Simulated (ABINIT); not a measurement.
An input for ABINIT 10.8.3 (Ca2H3Br (P-3m1)):

```
acell 3*1.0 Angstrom
rprim 
  3.902939985722 0.000000000020 0.000000000000
  -1.951469992878 3.380045177071 0.000000000000
  0.000000000000 0.000000000000 6.853533590000
ntypat 3
znucl 20 1 35
natom 6
typat 1 1 2 2 2 3
xred 
  0.666666666667 0.333333333333 0.185756080000
  0.333333333333 0.666666666667 0.814243920000
  0.666666666667 0.333333333333 0.850475830000
  0.333333333333 0.666666666667 0.149524170000
  0.000000000000 0.000000000000 0.000000000000
  0.000000000000 0.000000000000 0.500000000000
pp_dirpath "pseudos"
pseudos "Ca.upf, H.upf, Br.upf"
ecut 31
ngkpt 3 3 2
nshiftk 1
shiftk 0 0 0
kptopt 1
chksymbreak 0
istwfk *1
occopt 1
irdwfk 1
optdriver 4
nband 74
gwcalctyp 10
ecutsigx 31
symsigma 1
nkptgw 6
kptgw 
  0.0000000000 0.0000000000 0.0000000000
  0.3333333333 0.0000000000 0.0000000000
  0.3333333333 0.3333333333 0.0000000000
  0.0000000000 0.0000000000 0.5000000000
  0.3333333333 0.0000000000 0.5000000000
  0.3333333333 0.3333333333 0.5000000000
bdgw 
  10 21
  10 21
  10 21
  10 21
  10 21
  10 21
ecuteps 3.9
irdscr 1
ppmodel 1
indata_prefix "in"
outdata_prefix "out"
tmpdata_prefix "tmp"
```

```sh
OMP_NUM_THREADS=1 mpirun -n 8 abinit run.abi > log
```

How long will it take on 8 MPI ranks of Arm Neoverse V1, shared host, and how much memory?

It took 26 s; on shared hardware allow 13 s to 52 s. Peak host memory was 2.0 GiB.

[Paths, hosts, dates, memory and timing lines, banners, echoed tables and standing remarks are left out of the program output.]

[Logs are printed without paths, hosts, clocks, repeated set-up lines and the standing remarks that a program may print on its own settings, such as how far it seeks lower states.]

[Runs of the session that timed out or met a known fault of the program may be left out.]

[Hosts, paths, dates, database ids (printed as entryN), source tags and the programs' standing remarks are cut or masked in the printed files.]

[G0W0 gaps are taken among the corrected bands and points alone; a level outside them can change the order at an edge.]

[Where Ansatz stands beside ABINIT at settings called matched, ABINIT's density can come from a denser mesh and the files from another edition; pairs whose starting gaps differed by over 0.03 eV were left out, so agreement reads better than it is.]
